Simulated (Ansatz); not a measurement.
# Zn3Cd5S8 (Cd on 62 % of the Zn sites, one arrangement): which shell does photoemission see at 21.2 and 150 eV? (LDA, PAW set soft_1)

The valence band of Zn3Cd5S8 (Cd on 62 % of the Zn sites, one arrangement) mixes several shells. Work out by hand which one leads the spectrum's area at each photon energy.

Filled states come from the projected DOS of Ansatz 0.2.0 (LDA, plane waves); cross sections σ and asymmetry parameters β are those of free atoms in a Dirac–Hartree–Slater calculation. A shell's area is states × σ × angular factor, which is 1 + β·P₂(cos θ) for linear light, with θ = 30° from the polarisation and P₂ = 0.625.

**At 21.2 eV** (states counted from 10.9 eV below the zero; other shells add 0.61 to the products' sum of 153):

| shell | filled states a cell | cross section (Mb an electron) | β | angular factor | product | share by hand (%) | share in the simulated spectrum (%) |
| --- | --- | --- | --- | --- | --- | --- | --- |
| Cd 4d | 49.01 | 0.964 | -0.11 | 0.93 | 44 | 29 | 29 |
| Zn 3d | 29.68 | 0.394 | 0.01 | 1.01 | 11.8 | 8 | 8 |
| S 3s | 1.70 | 0 | 0.00 | 1.00 | 0 | 0 | 0 |
| S 3p | 41.28 | 1.08 | 1.85 | 2.16 | 96.1 | 63 | 63 |

**At 150 eV** (states counted from 14.5 eV below the zero; other shells add 0.2 to the products' sum of 32.6):

| shell | filled states a cell | cross section (Mb an electron) | β | angular factor | product | share by hand (%) | share in the simulated spectrum (%) |
| --- | --- | --- | --- | --- | --- | --- | --- |
| Cd 4d | 49.87 | 0.0373 | -0.56 | 0.65 | 1.2 | 4 | 4 |
| Zn 3d | 29.94 | 0.509 | 0.83 | 1.52 | 23.2 | 71 | 71 |
| S 3s | 14.91 | 0.0665 | 2.00 | 2.25 | 2.23 | 7 | 7 |
| S 3p | 41.32 | 0.0706 | 1.59 | 2.00 | 5.82 | 18 | 18 |

S 3p leads at 21.2 eV and Zn 3d at 150 eV. Between the two energies σ of S 3p changes by a factor 0.065 and that of Zn 3d by 1.3, so their ratio moves 20-fold in favour of the second. The simulated spectrum uses the same rule on the energy-resolved DOS, so the two share columns agree within a few points.

The angular factor decides the lead at one of the energies. Only crystals where the two columns agree within 4 points and the lead is clear are worked in this form. Free-atom cross sections ignore the solid's final states, no escape depth or background enters, and the count of states a shell hangs on the projection.
